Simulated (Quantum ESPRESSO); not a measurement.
# BaFeO3: orders under uniaxial strain

Wanted: the trend of the moments of BaFeO3 with uniaxial strain.

Calculated with Quantum ESPRESSO 7.5; PBEsol with U = 4.5 eV on Fe d (ortho-atomic projectors); plane waves with GBRV 1.5 PBEsol potentials, no spin-orbit coupling.

This is a report of a sequence of runs, with most program output left out.

### 1. The starting structure

The structure is cubic, space group Pm-3m (No. 221). The conventional cell has a = 3.952 Å, b = 3.952 Å, c = 3.952 Å, α = 90.00°, β = 90.00°, γ = 90.00°. Ba has 12 O at 2.79 Å nearest. Nearest to Fe lie 6 O at 1.98 Å. Nearest to O lie 2 Fe at 1.98 Å and 4 Ba at 2.79 Å. Farther neighbours and most contacts between anions are not listed.

The cell comes from Materials Project 2023-11-01, a database of computed structures, and need not be the stable phase.

### 2. Factor along z 0.94, ferro +

Lengths along Cartesian z scale by the factor. Atoms keep their fractional places. Seeded atoms are those given a starting moment.

File pw.in:

```
&CONTROL
  calculation = 'scf'
  prefix = 'pwscf'
  outdir = './tmp'
  pseudo_dir = './pseudo'
  disk_io = 'nowf'
  tprnfor = .true.
  tstress = .true.
/
&SYSTEM
  ibrav = 0
  nat = 5
  ntyp = 3
  ecutwfc = 40
  ecutrho = 280
  nbnd = 33
  occupations = 'smearing'
  smearing = 'fd'
  degauss = 0.00734986
  nspin = 2
  starting_magnetization(1) = 0
  starting_magnetization(2) = 0.25
  starting_magnetization(3) = 0
/
&ELECTRONS
  conv_thr = 1d-08
  electron_maxstep = 150
  mixing_beta = 0.3
/
ATOMIC_SPECIES
Ba    137.3270 ba_pbesol_v1.uspp.F.UPF
Fe     55.8450 fe_pbesol_v1.5.uspp.F.UPF
O      15.9990 o_pbesol_v1.2.uspp.F.UPF
CELL_PARAMETERS angstrom
   3.9515666733    0.0000000000    0.0000000000
   0.0000000000    3.9515666733    0.0000000000
   0.0000000000    0.0000000000    3.7144726729
ATOMIC_POSITIONS crystal
Ba      0.0000000000    0.0000000000    0.0000000000
Fe      0.5000000000    0.5000000000    0.5000000000
O       0.0000000000    0.5000000000    0.5000000000
O       0.5000000000    0.0000000000    0.5000000000
O       0.5000000000    0.5000000000    0.0000000000
K_POINTS automatic
6 6 6 0 0 0
HUBBARD {ortho-atomic}
U Fe-3d 4.5000
```

Run with:

```sh
$ OMP_NUM_THREADS=1 mpirun -n 2 pw.x -nk 2 -in pw.in > pw.out
```

Run time: 56 s. Hardware: 2 MPI ranks of Arm Neoverse V1, shared host; peak memory 0.45 GiB; 1.9 min of CPU time.

Spin moment in the atom's sphere by atom:

```
atom  spin moment in the atom's sphere (μB)
 Ba1                                   0.01
 Fe2                                   3.44
  O3                                   0.05
  O4                                   0.05
  O5                                   0.09
```

Read from the output:

| Property | Result |
| --- | --- |
| smearing term TS | 0.03377 eV |
| pressure | 12.25 GPa |
| magnetization | 4.062 μB |
| absolute magnetization | 4.284 μB |
| final state | ferromagnetic |

### 3. Factor along z 0.94, antiferro q=(1/2,1/2,1/2) +-

The wavevector q is in fractions of the reciprocal vectors of the crystal's primitive cell, as the cells of these inputs are built from it; moments change sign between cells as cos(2π q·R).

File pw.in:

```
&CONTROL
  calculation = 'scf'
  prefix = 'pwscf'
  outdir = './tmp'
  pseudo_dir = './pseudo'
  disk_io = 'nowf'
  tprnfor = .true.
  tstress = .true.
/
&SYSTEM
  ibrav = 0
  nat = 10
  ntyp = 4
  ecutwfc = 40
  ecutrho = 280
  nbnd = 58
  occupations = 'smearing'
  smearing = 'fd'
  degauss = 0.00734986
  nspin = 2
  starting_magnetization(1) = 0
  starting_magnetization(2) = 0.25
  starting_magnetization(3) = -0.25
  starting_magnetization(4) = 0
/
&ELECTRONS
  conv_thr = 2d-08
  electron_maxstep = 150
  mixing_beta = 0.3
/
ATOMIC_SPECIES
Ba    137.3270 ba_pbesol_v1.uspp.F.UPF
Fe1    55.8450 fe_pbesol_v1.5.uspp.F.UPF
Fe2    55.8450 fe_pbesol_v1.5.uspp.F.UPF
O      15.9990 o_pbesol_v1.2.uspp.F.UPF
CELL_PARAMETERS angstrom
   7.9031333466    0.0000000000    0.0000000000
   3.9515666733    3.9515666733    0.0000000000
   3.9515666733    0.0000000000    3.7144726729
ATOMIC_POSITIONS crystal
Ba      0.0000000000    0.0000000000    0.0000000000
Ba      0.5000000000    0.0000000000    0.0000000000
Fe1     0.7500000000    0.5000000000    0.5000000000
Fe2     0.2500000000    0.5000000000    0.5000000000
O       0.5000000000    0.5000000000    0.5000000000
O       0.0000000000    0.5000000000    0.5000000000
O       0.0000000000    0.0000000000    0.5000000000
O       0.5000000000    0.0000000000    0.5000000000
O       0.0000000000    0.5000000000    0.0000000000
O       0.5000000000    0.5000000000    0.0000000000
K_POINTS automatic
3 6 6 0 0 0
HUBBARD {ortho-atomic}
U Fe1-3d 4.5000
U Fe2-3d 4.5000
```

Run time: 3.5 min. Hardware: 2 MPI ranks; peak memory 0.74 GiB.

Spin moment in the atom's sphere by atom:

```
atom  spin moment in the atom's sphere (μB)
 Ba1                                   0.00
 Ba2                                   0.00
 Fe3                                   3.38
 Fe4                                  -3.38
  O5                                   0.00
  O6                                   0.00
  O7                                   0.00
  O8                                   0.00
  O9                                   0.00
 O10                                   0.00
```

Numbers from this step:

```yaml
smearing_term_ts: 0.1261 eV
pressure: 13.46 GPa
magnetization: 0 μB
absolute_magnetization: 7.723 μB
final_state: antiferromagnetic
```

### 4. Factor along z 0.94, no spin polarisation

File pw.in:

```
&CONTROL
  calculation = 'scf'
  prefix = 'pwscf'
  outdir = './tmp'
  pseudo_dir = './pseudo'
  disk_io = 'nowf'
  tprnfor = .true.
  tstress = .true.
/
&SYSTEM
  ibrav = 0
  nat = 5
  ntyp = 3
  ecutwfc = 40
  ecutrho = 280
  nbnd = 31
  occupations = 'smearing'
  smearing = 'fd'
  degauss = 0.00734986
/
&ELECTRONS
  conv_thr = 1d-08
  electron_maxstep = 150
  mixing_beta = 0.3
/
ATOMIC_SPECIES
Ba    137.3270 ba_pbesol_v1.uspp.F.UPF
Fe     55.8450 fe_pbesol_v1.5.uspp.F.UPF
O      15.9990 o_pbesol_v1.2.uspp.F.UPF
CELL_PARAMETERS angstrom
   3.9515666733    0.0000000000    0.0000000000
   0.0000000000    3.9515666733    0.0000000000
   0.0000000000    0.0000000000    3.7144726729
ATOMIC_POSITIONS crystal
Ba      0.0000000000    0.0000000000    0.0000000000
Fe      0.5000000000    0.5000000000    0.5000000000
O       0.0000000000    0.5000000000    0.5000000000
O       0.5000000000    0.0000000000    0.5000000000
O       0.5000000000    0.5000000000    0.0000000000
K_POINTS automatic
6 6 6 0 0 0
HUBBARD {ortho-atomic}
U Fe-3d 4.5000
```

The job ended after 32 s (2 MPI ranks; peak memory 0.4 GiB; 64 s of CPU time).

Read from the output:

```
smearing term TS : 0.1960 eV
pressure         : -0.9729 GPa
final state      : non-magnetic (no spin polarisation)
```

### 5. Factor along z 1.06, ferro +

Edit pw.in of step 4 so:

```diff
@@ -15,3 +15,3 @@
   ecutrho = 280
-  nbnd = 31
+  nbnd = 33
   occupations = 'smearing'
@@ -19,2 +19,6 @@
   degauss = 0.00734986
+  nspin = 2
+  starting_magnetization(1) = 0
+  starting_magnetization(2) = 0.25
+  starting_magnetization(3) = 0
 /
@@ -32,3 +36,3 @@
    0.0000000000    3.9515666733    0.0000000000
-   0.0000000000    0.0000000000    3.7144726729
+   0.0000000000    0.0000000000    4.1886606737
 ATOMIC_POSITIONS crystal
```

Elapsed: 69 s, on 2 MPI ranks; peak memory 0.49 GiB.

Numbers from this step:

| Quantity | Value |
| --- | --- |
| smearing term TS | 0.07043 eV |
| pressure | -5.674 GPa |
| magnetization | 4.298 μB |
| absolute magnetization | 4.489 μB |
| final state | ferromagnetic |
| largest moment | 3.687 μB |

### 6. The series

The runs not shown differ from these in the moved quantity alone.

States, by row:

```
c axis        ferro +  antiferro q=(1/2,1/2,1/2) +-  no spin polarisation
  0.94  ferromagnetic             antiferromagnetic          non-magnetic
  0.97  ferromagnetic             antiferromagnetic          non-magnetic
     1  ferromagnetic             antiferromagnetic          non-magnetic
  1.03  ferromagnetic             antiferromagnetic          non-magnetic
  1.06  ferromagnetic             antiferromagnetic          non-magnetic
```

The largest site moment by c axis:

```
c axis (factor)  ferro + (μB)  antiferro q=(1/2,1/2,1/2) +- (μB)
         0.9400          3.44                               3.38
         0.9700          3.54                               3.51
         1.0000          3.63                               3.61
         1.0300          3.66                               3.66
         1.0600          3.69                               3.70
```

The energy less that of the parallel start by c axis; values in meV a seeded atom:

```
c axis (factor)  antiferro q=(1/2,1/2,1/2) +-  no spin polarisation
         0.9400                           255                  2324
         0.9700                           251                  2522
         1.0000                           231                  2672
         1.0300                           203                  2781
         1.0600                           172                  2856
```

Energy over the lowest against c axis; values in meV an atom:

```
c axis (factor)  ferro +  antiferro q=(1/2,1/2,1/2) +-  no spin polarisation
         0.9400     47.0                          98.1                   512
         0.9700     12.0                          62.3                   516
         1.0000        0                          46.2                   534
         1.0300     4.89                          45.5                   561
         1.0600     22.1                          56.5                   593
```

### 7. Outcome

* moment, parallel start: 3.44 to 3.69 μB
* states met from these starts: antiferromagnetic and ferromagnetic

**Reading.** The moment of the parallel start goes from 3.44 μB at 0.94 to 3.69 μB at 1.06. The net moment of the cell goes from 4.06 to 4.30 μB. The radius of the spheres follows the nearest distance, so part of the change of the site moments is the spheres'. The largest moment of the start antiferro q=(1/2,1/2,1/2) +- lies between 3.38 and 3.70 μB. The start antiferro q=(1/2,1/2,1/2) +- lies over the parallel one at every finished point, by 172 to 255 meV a seeded atom. Energies are free energies at an electronic temperature of 1160 K, which lowers moments and differences where the moments are itinerant. The smearing term is large for its width, so states at the Fermi level are partly filled: at this level the cell is a metal or has a gap of a few widths at most.

[Logs and program files are shortened in this print: banners, set-up blocks, solver, clock and traceback lines can be left out without a mark of their own.]

[Logs are printed without paths, hosts, clocks, repeated set-up lines and the standing remarks that a program may print on its own settings, such as how far it seeks lower states.]

[Hosts, paths, dates, database ids (printed as entryN), source tags and the programs' standing remarks are cut or masked in the printed files.]

[Where a cell is said to come from a database of computed structures, the database is the Materials Project.]
